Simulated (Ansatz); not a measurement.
## Preparing MgI2 (P-3m1) as a host crystal

Aim: the runs on the perfect crystal MgI2 (P-3m1) that a defect calculation needs first.

Program: Ansatz 0.2.0. Level of theory: plane-wave PAW DFT, PBEsol; relaxation of the host's cell and atoms; PAW set soft_1, in the first sound run; inputs show where later runs differ. Results are calculated unless marked as measured.

### 1. Set-up

Symmetry: P-3m1, No. 164, trigonal system. Conventional cell: a = 4.196 Å, b = 4.196 Å, c = 7.106 Å, α = 90.00°, β = 90.00°, γ = 120.00°. Nearest to Mg lie 6 I at 2.94 Å. Nearest to I lie 3 Mg at 2.94 Å. Farther neighbours and most contacts between anions are not listed.

### 2. Host cell relaxation

Cell and atoms are relaxed together, until forces and stress fall under their thresholds.

The input, cell/input.yaml:

```yaml
crystal:
  lattice:
    - [4.1956845, 0.0, 0.0]
    - [-2.0978423, 3.6335694, 0.0]
    - [0.0, 0.0, 7.1057269]
  atoms:
    - { symbol: Mg, position: [0.0, 0.0, 0.0] }
    - { symbol: I, position: [0.33333333, 0.66666667, 0.23407685] }
    - { symbol: I, position: [0.66666667, 0.33333333, 0.76592315] }
basis:
  ecutwfc: 420
  xc_grid: 2
hamiltonian:
  xc: pbesol
  pseudopotentials: { kind: paw, azcp: { folder: soft_1 }, xc_functional: pbe }
kpoints:
  mp_grid: { grid: [8, 8, 4] }
scf:
  occupations: { method: fixed }
  max_iter: 100
relax:
  f_tol: 0.005
  max_steps: 60
  cell: {}
output:
  forces: true
  stress: true
checkpoint:
  write: "../cell.run"
  compress: false
  write_wavefunctions: false
  write_every: 100000
```

Launch:

```
$ ansatz run input.yaml --threads 5 --pin off --max-ram 65945MiB --backend cpu --events-out ev --progress --plain --runs-dir out
```

Numbers of over 12 decimals in the logs are rounded to 6 here.

Log:

```text
[... repeated set-up lines and file paths are left out, and long positions are rounded to six places ...]
Engine: ansatz 0.2.0, x86_64-unknown-linux-gnu
Pseudopotentials: kind: paw
Pseudopotential: Mg, paw, valence charge 10, recommended cutoff 420 eV (normal), soft_1/Mg.paw.azcp
Pseudopotential: I, paw, valence charge 17, recommended cutoff 420 eV (normal), soft_1/I.paw.azcp
Functional definition: PBEsol
  exchange = pbesol_x
  correlation = pbesol_c
Crystal: 3 atoms, lattice volume = 108.329 Å³
Basis set: ecut = 420 eV, 2057 PW (Γ), exchange–correlation on 60×60×96 points (8 copies of the dense FFT grid, shifted against one another)
Bands: 27, of which v1, the nominal top of the filled ones, is band 22 counted from 1 (21 counted from 0)
Symmetry: 12 space group operations
Space group: P-3m1 (ITA 164), of the structure as read, at distance tolerance 4.8e-5 Å
k-points: 35 of 256
Non-local potential: Mg, projectors of the file, l = 0: 3, l = 1: 2, l = 2: 1
Non-local potential: I, projectors of the file, l = 0: 2, l = 1: 2, l = 2: 2, l = 3: 1
PAW form: soft (Blöchl's): semilocal exchange-correlation on the pseudo side does not see the compensation charge
PAW frozen core: Mg, regenerated for the run's functional, and the local potential with it (the file was generated under x = pbe(κ = 0.804, μ = 0.219515), c = pbe(β = 0.066725))
PAW frozen core: I, regenerated for the run's functional, and the local potential with it (the file was generated under x = pbe(κ = 0.804, μ = 0.219515), c = pbe(β = 0.066725))
PAW one-centre angular grid: Mg, 110 points (default); XC on 64 Gauss nodes
PAW one-centre angular grid: I, 590 points (default); XC on 64 Gauss nodes
Initial density: superposition of atomic densities (chi_scale 0.1, normalization cell, long waves kept (reshape's long-wave potential 0.18 eV rms))
Initial wavefunctions: pseudopotential atomic-orbital guess
Functional: x = pbesol(κ = 0.804, μ = 0.123457), c = pbesol(β = 0.046)
SCF iter   1: F=—  HF=-16781.002867 eV  |F-HF|=—  |Δ(HF+E_count)|=         —  Δρ=3.88e-2  dr2=3.65e0  ethr=3.10e-3  ⟨swp⟩=5.4  Hψ=4181  notcnv=0  defer=90
preconditioner: auto → Resta (q_TF=auto, 2.348 Å⁻¹)  ε∞=3.2  [insulator: Δε(μ)=2.628 eV  Ē_g=9.644 eV  n_scr=22 (ndim 8)  ℏωp=14.3 eV  f_vac=0.115  ε∞_Penn≈3.2]
SCF iter   2: F=—  HF=-16780.056479 eV  |F-HF|=—  |Δ(HF+E_count)|=   9.46e-1  Δρ=1.56e-2  dr2=3.10e-1  ethr=3.10e-3  ⟨swp⟩=3.3  Hψ=2207  notcnv=0  defer=95
SCF iter   3: F=—  HF=-16780.008647 eV  |F-HF|=—  |Δ(HF+E_count)|=   4.78e-2  Δρ=5.25e-3  dr2=2.60e-2  ethr=7.05e-4  ⟨swp⟩=3.1  Hψ=1394  notcnv=0  defer=69
automatic band count: iteration 3 solves 26 bands in place of 27: the levels show a gap, and the empty bands left out lie too high to hold charge; the band table lists the bands solved (type scf.n_extra_bands for more)
SCF iter   4: F=—  HF=-16780.011406 eV  |F-HF|=—  |Δ(HF+E_count)|=   2.76e-3  Δρ=7.07e-4  dr2=7.42e-4  ethr=5.90e-5  ⟨swp⟩=3.0  Hψ=1817  notcnv=0  defer=70
SCF iter   5: F=—  HF=-16780.011747 eV  |F-HF|=—  |Δ(HF+E_count)|=   3.41e-4  Δρ=1.64e-4  dr2=3.12e-5  ethr=1.69e-6  ⟨swp⟩=2.0  Hψ=1260  notcnv=0  defer=70
SCF iter   6: F=—  HF=-16780.011820 eV  |F-HF|=—  |Δ(HF+E_count)|=   7.26e-5  Δρ=4.73e-5  dr2=5.23e-6  ethr=7.09e-8  ⟨swp⟩=2.0  Hψ=1692  notcnv=0  defer=70
SCF iter   7: F=—  HF=-16780.011832 eV  |F-HF|=—  |Δ(HF+E_count)|=   1.17e-5  Δρ=1.30e-5  dr2=3.95e-7  ethr=1.19e-8  ⟨swp⟩=2.0  Hψ=1645  notcnv=0  defer=70
SCF iter   8: F=-16780.011833 eV  HF=-16780.011833 eV  |F-HF|=7.65e-8  |Δ(HF+E_count)|=   1.27e-6  Δρ=4.30e-6  dr2=2.69e-8  ethr=2.27e-10  ⟨swp⟩=5.3  Hψ=3087  notcnv=0
SCF 1 converged in 8 iterations: F = -16780.011833 eV  dr2 = 2.69e-8
  greatest PAW one-centre occupation: 1.000 electrons in one spin orbital (limit 2), on the Mg atom at site 0 (counted from 0), in its partial waves of l = 0
relax step   1: F+E_penalty+E_count = -16780.01183299 eV  Δ(F+E_penalty+E_count) = +0.000e0 eV  max|allowed force component| = 7.724e-2 eV/Å  Δτ_max = 0.0000 Å  P = -0.836 GPa  Ω = 108.329 Å³  (8 SCF iters, dr2 threshold 1.00e-7 eV, accepted)
[... the SCF cycles and remarks between the steps are left out from here to the last step ...]
relax step   2: F+E_penalty+E_count = -16780.02269533 eV  Δ(F+E_penalty+E_count) = -1.086e-2 eV  max|allowed force component| = 2.452e-2 eV/Å  Δτ_max = 0.0145 Å  P = -0.173 GPa  Ω = 104.954 Å³  energy of the carried Pulay correction = +2.992e-4 eV  (6 SCF iters, dr2 threshold 3.00e-7 eV, accepted)
relax step   3: F+E_penalty+E_count = -16780.02300890 eV  Δ(F+E_penalty+E_count) = -3.136e-4 eV  max|allowed force component| = 2.138e-2 eV/Å  Δτ_max = 0.0031 Å  P = +0.043 GPa  Ω = 104.349 Å³  energy of the carried Pulay correction = +3.538e-4 eV  (5 SCF iters, dr2 threshold 8.94e-8 eV, accepted)
relax step   4: F+E_penalty+E_count = -16780.02315375 eV  Δ(F+E_penalty+E_count) = -1.448e-4 eV  max|allowed force component| = 1.256e-3 eV/Å  Δτ_max = 0.0077 Å  P = +0.006 GPa  Ω = 104.055 Å³  energy of the carried Pulay correction = +3.805e-4 eV  (5 SCF iters, dr2 threshold 2.86e-8 eV, accepted)
relax step   5: F+E_penalty+E_count = -16780.02319452 eV  Δ(F+E_penalty+E_count) = -4.077e-5 eV  max|allowed force component| = 1.711e-3 eV/Å  Δτ_max = 0.0014 Å  P = -0.007 GPa  Ω = 104.015 Å³  energy of the carried Pulay correction = +3.841e-4 eV  (6 SCF iters, accepted)
relax step   6: F+E_penalty+E_count = -16780.02324854 eV  Δ(F+E_penalty+E_count) = -5.402e-5 eV  max|allowed force component| = 4.615e-4 eV/Å  Δτ_max = 0.0041 Å  P = -0.005 GPa  Ω = 103.771 Å³  energy of the carried Pulay correction = +4.063e-4 eV  (7 SCF iters, accepted)
Initial wavefunctions: pseudopotential atomic-orbital guess (no wavefunctions were taken with the density)
iter 1 solved again at ethr=9.10e-7 eV; its pass at ethr=3.10e-3 eV (dr2=4.00e-4 eV) is discarded
SCF iter   1: F=—  HF=-16780.022813 eV  |F-HF|=—  |Δ(HF+E_count)|=         —  Δρ=3.42e-5  dr2=2.93e-7  ethr=9.10e-7  ⟨swp⟩=3.0  Hψ=6085  notcnv=0  defer=105
eigensolver tolerance schedule: the retry pair's looser diagonalisation over-reported the residual by 1367.13 of it (diagonalisation noise at 0.67 of the residual, at the tolerance the schedule requests for it); [...]
SCF iter   2: F=—  HF=-16780.022811 eV  |F-HF|=—  |Δ(HF+E_count)|=   1.72e-6  Δρ=1.75e-5  dr2=6.13e-8  ethr=6.65e-10  ⟨swp⟩=2.9  Hψ=1759  notcnv=0  defer=105
SCF iter   3: F=—  HF=-16780.022811 eV  |F-HF|=—  |Δ(HF+E_count)|=   6.50e-8  Δρ=4.36e-6  dr2=3.60e-9  ethr=1.39e-10  ⟨swp⟩=2.0  Hψ=1680  notcnv=0  defer=105
SCF iter   4: F=—  HF=-16780.022811 eV  |F-HF|=—  |Δ(HF+E_count)|=   7.12e-9  Δρ=1.32e-6  dr2=3.80e-10  ethr=8.18e-12  ⟨swp⟩=2.0  Hψ=1680  notcnv=0  defer=105
SCF iter   5: F=-16780.022811 eV  HF=-16780.022811 eV  |F-HF|=3.64e-12  |Δ(HF+E_count)|=  6.84e-10  Δρ=1.27e-7  dr2=4.96e-12  ethr=1.00e-12  ⟨swp⟩=5.0  Hψ=4955  notcnv=0
SCF 7 converged in 5 iterations: F = -16780.022811 eV  dr2 = 4.96e-12
relax step   7: F+E_penalty+E_count = -16780.02281144 eV  Δ(F+E_penalty+E_count) = +4.371e-4 eV  max|allowed force component| = 4.287e-4 eV/Å  Δτ_max = 0.0000 Å  P = -0.003 GPa  Ω = 103.771 Å³  stress off target by 2.96e-3 GPa  SCF on the basis re-selected at this cell (its energy is not comparable with the rows above)  (5 SCF iters)
basis re-selected at this cell: Δ(F+E_penalty+E_count) = +4.371e-4 eV, ΔP = +0.002 GPa vs the last step (what re-selecting the basis moved, of the pressure what is left beyond the Pulay correction that the steps carried, after the strain that the cell walked [...]
SCF converged after 5 iterations
Free energy (F): -16780.022811 eV
Harris-Foulkes:  -16780.022811 eV  (|F-HF|=3.64e-12)
Internal energy: -16780.022811 eV  (E = F + TS)
E sigma→0 (E₀):  -16780.022811 eV
Fermi energy:    4.686364 eV
--- Per-component energies (eV) ---
  E_band       = -1129.405381
  E_kinetic    = 389.895059
  E_local      = -6389.916439  (includes V_loc(G=0)·N_el)
  E_nonlocal   = 432.165367
  E_hartree    = 2699.439670
  E_xc         = -240.813501
  E_vxc        = -256.084019  (∫ρ·V_xc dr)
  E_paw        = -9699.615012  (= ΣΔE_a)
  E_vpaw       = -704.339545  (= ΣTr[D̂ρ^β])
  E_aug_tail   = -0.005099  (compensation charges beyond the density's cutoff)
  E_ewald      = -3972.055991
  E_core_change = 0.883134  (= ΣΔE_core)
  E_smearing   = -0.000000  (= −TS)
  E_closure    = 0.000000  (closes the sum)
  Σ components = -16780.022811   (vs F -16780.022811, Δ=0.00e0)
--- Forces (eV/Å), atoms counted from 1 ---
  atom   1  Mg     0.00000000     0.00000000     0.00000000
  atom   2  I      0.00000000    -0.00000000    -0.00042873
  atom   3  I     -0.00000000     0.00000000     0.00042873
  max |Σ_I F_I| component: 1.85e-17 eV/Å
--- Stress (GPa, compression-positive) ---
       -0.002956       0.000000       0.000000
        0.000000      -0.002956       0.000000
        0.000000       0.000000      -0.002374
  P = ⅓ Tr σ = -0.0028 GPa (-0.028 kbar)
--- Relaxed structure (6 steps of the walk, 6 accepted, 1 SCFs on fresh bases) ---
  F+E_penalty+E_count = -16780.02281144 eV   max|allowed force component| = 4.287e-4 eV/Å   (the final SCF, on the basis selected at the relaxed cell)
  cell:  # Å, volume = 103.7707 Å³
    - [4.129787, 2.8414118444665397e-8, 0]
    - [-2.064893, 3.576500, 0]
    - [0, 0, 7.025687]
  atoms:
    - { symbol: Mg, position: [0, 0, 0] }
    - { symbol: I, position: [0.333333, 0.666667, 0.237548] }
    - { symbol: I, position: [0.666667, 0.333333, 0.762452] }
```

Elapsed: 4.8 s, on 5 threads of AMD EPYC 7R13 (Zen 3), shared host; peak memory 0.48 GiB; 20 s of CPU time.

The steps of the relaxation:

| step | energy less that of the first step (eV) | largest force component (eV/Å) | pressure (GPa) | volume (Å³) |
| --- | --- | --- | --- | --- |
| 1 | 0.0000 | 0.0772 | -0.84 | 108.33 |
| 2 | -0.0109 | 0.0245 | -0.17 | 104.95 |
| 3 | -0.0112 | 0.0214 | 0.04 | 104.35 |
| 4 | -0.0113 | 0.0013 | 0.01 | 104.06 |
| 5 | -0.0114 | 0.0017 | -0.01 | 104.01 |
| 6 | -0.0114 | 0.0005 | 0.00 | 103.77 |
| 7* | -0.0110 | 0.0004 | 0.00 | 103.77 |

Relaxation steps marked * repeat the geometry before them on a plane-wave basis chosen anew for their cell, so energy and pressure can jump there.

Forces are held to the 12 operations that the run works with; a distortion that breaks them can't arise in this run.

| conventional cell, symmetrised | before | after | change |
| --- | --- | --- | --- |
| a (Å) | 4.196 | 4.130 | -1.6 % |
| b (Å) | 4.196 | 4.130 | -1.6 % |
| c (Å) | 7.106 | 7.026 | -1.1 % |
| volume (Å³/atom) | 36.11 | 34.59 | -4.2 % |

The atoms that moved most (Å, as changes of fractional coordinates times the final cell):

| atom | dx | dy | dz | length |
| --- | --- | --- | --- | --- |
| I2 | 0.000 | 0.000 | 0.024 | 0.024 |
| I3 | 0.000 | 0.000 | -0.024 | 0.024 |

Final coordinates:

```xyz
3
Lattice="4.1298 0.0000 0.0000 -2.0649 3.5765 0.0000 0.0000 0.0000 7.0257" Properties=species:S:1:pos:R:3 pbc="T T T"
Mg    0.0000    0.0000    0.0000
I     0.0000    2.3843    1.6689
I     2.0649    1.1922    5.3568
```

Numbers from this step:

```
pressure : -0.002762 GPa
```

The relaxation ends with a largest force component of 4.3e-4 eV/Å and a pressure of 0.00 GPa.

### 3. Dielectric tensors of the host

The response to a uniform electric field gives the electronic dielectric tensor.

This step: plane-wave PAW DFPT, PBEsol; dielectric tensors, Born charges and zone-centre modes of the host; PAW set soft_1 (Ansatz 0.2.0).

The input, eps/input.yaml:

```yaml
crystal:
  lattice:
    - [4.129786821, 2.84e-08, 0.0]
    - [-2.0648934351, 3.576500285, 0.0]
    - [0.0, 0.0, 7.0256869532]
  atoms:
    - { symbol: Mg, position: [0.0, 0.0, 0.0] }
    - { symbol: I, position: [0.3333333333, 0.6666666667, 0.2375475264] }
    - { symbol: I, position: [0.6666666667, 0.3333333333, 0.7624524736] }
basis:
  ecutwfc: 420
hamiltonian:
  xc: pbesol
  pseudopotentials: { kind: paw, azcp: { folder: soft_1 }, xc_functional: pbe }
kpoints:
  mp_grid: { grid: [7, 7, 4] }
scf:
  occupations: { method: fixed }
  max_iter: 100
phonons:
  method: dfpt
  dielectric: true
  rigid_motions: translations
```

Log:

```text
[...]
Crystal: 3 atoms, lattice volume = 103.771 Å³
Basis set: ecut = 420 eV, 2027 PW (Γ), exchange–correlation on 60×60×96 points (8 copies of the dense FFT grid, shifted against one another)
Bands: 27, of which v1, the nominal top of the filled ones, is band 22 counted from 1 (21 counted from 0)
Symmetry: 12 space group operations
k-points: 60 of 196 (irreducible under 2 space group operations, time reversal used)
[...]
SCF iter   1: F=—  HF=-16781.090707 eV  |F-HF|=—  |Δ(HF+E_count)|=         —  Δρ=4.01e-2  dr2=3.98e0  ethr=3.10e-3  ⟨swp⟩=5.5  Hψ=7175  notcnv=0  defer=145
[...]
SCF iter  11: F=-16780.022577 eV  HF=-16780.022577 eV  |F-HF|=7.28e-12  |Δ(HF+E_count)|=  7.53e-10  Δρ=1.58e-7  dr2=2.29e-11  ethr=1.00e-12  ⟨swp⟩=16.9  Hψ=12935  notcnv=0
SCF 1 converged in 11 iterations: F = -16780.022577 eV  dr2 = 2.29e-11
[...]
NSCF: frozen V_eff on 6 k-points
DFPT response loops at Γ: preconditioner auto → Resta (q_TF=auto, 2.365 Å⁻¹)  ε∞=4.1 (no band partly filled); β = 1.00, the filter's whole step (`scf.mixing.beta` (0.50) is not read by the response loops at its default; [...]
── the response to a field inside a basis, on 8×8×4 k-points: an SCF that follows is theirs, and a resumed run solves both again ──
Bands: 23, of which v1, the nominal top of the filled ones, is band 22 counted from 1 (21 counted from 0)
k-points: 72 of 256 (irreducible under 4 space group operations)
[...]
Eigensolver: Dense (72 Hₖ)
SCF iter   1: F=—  HF=-16780.003405 eV  |F-HF|=—  |Δ(HF+E_count)|=         —  Δρ=1.19e-4  dr2=3.55e-6  ethr=1.00e-1
[...]
SCF iter   3: F=-16780.003418 eV  HF=-16780.003418 eV  |F-HF|=3.69e-8  |Δ(HF+E_count)|=   3.79e-6  Δρ=4.24e-6  dr2=3.07e-8  ethr=2.69e-9
SCF 1 converged in 3 iterations: F = -16780.003418 eV  dr2 = 3.07e-8
[...]
SCF converged after 11 iterations
Free energy (F): -16780.022577 eV
[...]
Internal energy: -16780.022577 eV  (E = F + TS)
E sigma→0 (E₀):  -16780.022577 eV
Fermi energy:    4.686476 eV
[...]
--- Band table (eV; the first three rows and the last of 60) ---
[...]
[... further k-points left out ...]
--- Phonons (Γ-DFPT): 4 representative perturbations + reference, on 60 of 196 k-points (Σ response iterations 12) ---
  k mesh reduced under 2 symmetry operations, with k and −k counted as one. Each operation leaves every solved perturbation unchanged. A smaller set is not considered because the run solves the response to a homogeneous field
  ASR residual: 1.300e-4 → 0.000e0 eV/Å²; symmetrization residual: 6.387e-6 eV/Å²
  ASR residual per site (eV/Å²): 1.30e-4 6.01e-5 6.01e-5
  Γ frequencies (cm⁻¹): 0.00 0.00 0.00 63.74 63.74 104.64 176.67 176.67 266.64
  ε∞ (high-frequency dielectric tensor):
        4.462446    -0.000000     0.000000
       -0.000000     4.462446     0.000000
        0.000000     0.000000     3.805438
  ε⁰ (static dielectric tensor: ions relaxed, cell fixed):
        8.674580    -0.000000     0.000000
       -0.000000     8.674580     0.000000
        0.000000     0.000000     4.475580
  ε⁰ − ε∞ (ionic part):
        4.212134    -0.000000     0.000000
       -0.000000     4.212134     0.000000
        0.000000     0.000000     0.670142
  softest optical mode at Γ: 63.74 cm⁻¹; the repairs (sum rule, projections) moved no ω² at Γ by more than (1.45 cm⁻¹)²
  Born effective charges Z* (e; rows j = field, columns β = displacement):
    site 0:
         2.47984   -0.00000    0.00000
        -0.00000    2.47984    0.00000
         0.00000    0.00000    1.49286
    site 1:
        -1.23992    0.00000   -0.00000
         0.00000   -1.23992   -0.00000
        -0.00000   -0.00000   -0.74643
    site 2:
        -1.23992    0.00000   -0.00000
         0.00000   -1.23992   -0.00000
        -0.00000   -0.00000   -0.74643
  Z* charge neutrality: 2.162e-3 e pre-enforcement
  solved inside a basis spanned on kpoints, on 8×8×4 k-points, its susceptibility summed on 12×12×6: ε∞ is read to err by 1.3e-2, Z* by 1.9e-2 e (field_mesh: kpoints solves on kpoints); Z* is corrected for what the basis lacks
  optical modes at Γ without the LO–TO term, one row a degenerate level:
      ω (cm⁻¹)  modes    IR ((D/Å)²/amu)
         63.74      2             0.0000
        104.64      1             0.0000
        176.67      2            12.7926
        266.64      1             2.3180
  optical modes at Γ + LO–TO along q̂ = [1.0000, 0.0000, 0.0000]:
      ω (cm⁻¹)  modes    IR ((D/Å)²/amu)
         63.74      2             0.0000
        104.64      1             0.0000
        176.67      1             6.3963
        246.32      1             6.3963
        266.64      1             2.3180
  optical modes at Γ + LO–TO along q̂ = [0.0000, 1.0000, 0.0000]:
      ω (cm⁻¹)  modes    IR ((D/Å)²/amu)
         63.74      2             0.0000
        104.64      1             0.0000
        176.67      1             6.3963
        246.32      1             6.3963
        266.64      1             2.3180
  optical modes at Γ + LO–TO along q̂ = [0.0000, 0.0000, 1.0000]:
      ω (cm⁻¹)  modes    IR ((D/Å)²/amu)
         63.74      2             0.0000
        104.64      1             0.0000
        176.67      2            12.7926
        289.16      1             2.3180
```

The job ended after 38 s (5 threads; peak memory 0.96 GiB).

The column dr2 measures how far the density is from self-consistency, as an energy; F and HF (Harris–Foulkes) agree once it is small.

Electronic dielectric tensor:

```
4.46 0.00 0.00
0.00 4.46 0.00
0.00 0.00 3.81
```

Static dielectric tensor:

```
8.67 0.00 0.00
0.00 8.67 0.00
0.00 0.00 4.48
```

The principal values of the electronic dielectric tensor are 3.81, 4.46 and 4.46. The principal values of the static dielectric tensor are 4.48, 8.67 and 8.67.

(Part 1 of 3 ends here.)

[Logs are printed without paths, hosts, clocks, repeated set-up lines and the standing remarks that a program may print on its own settings, such as how far it seeks lower states.]

[Hosts, paths, dates, database ids (printed as entryN), source tags and the programs' standing remarks are cut or masked in the printed files.]

[Runs of the host that timed out are not shown.]

[For some hosts the program warned that the k-mesh of the response run may be too coarse for force constants and the static dielectric constant; such warnings are not always shown.]
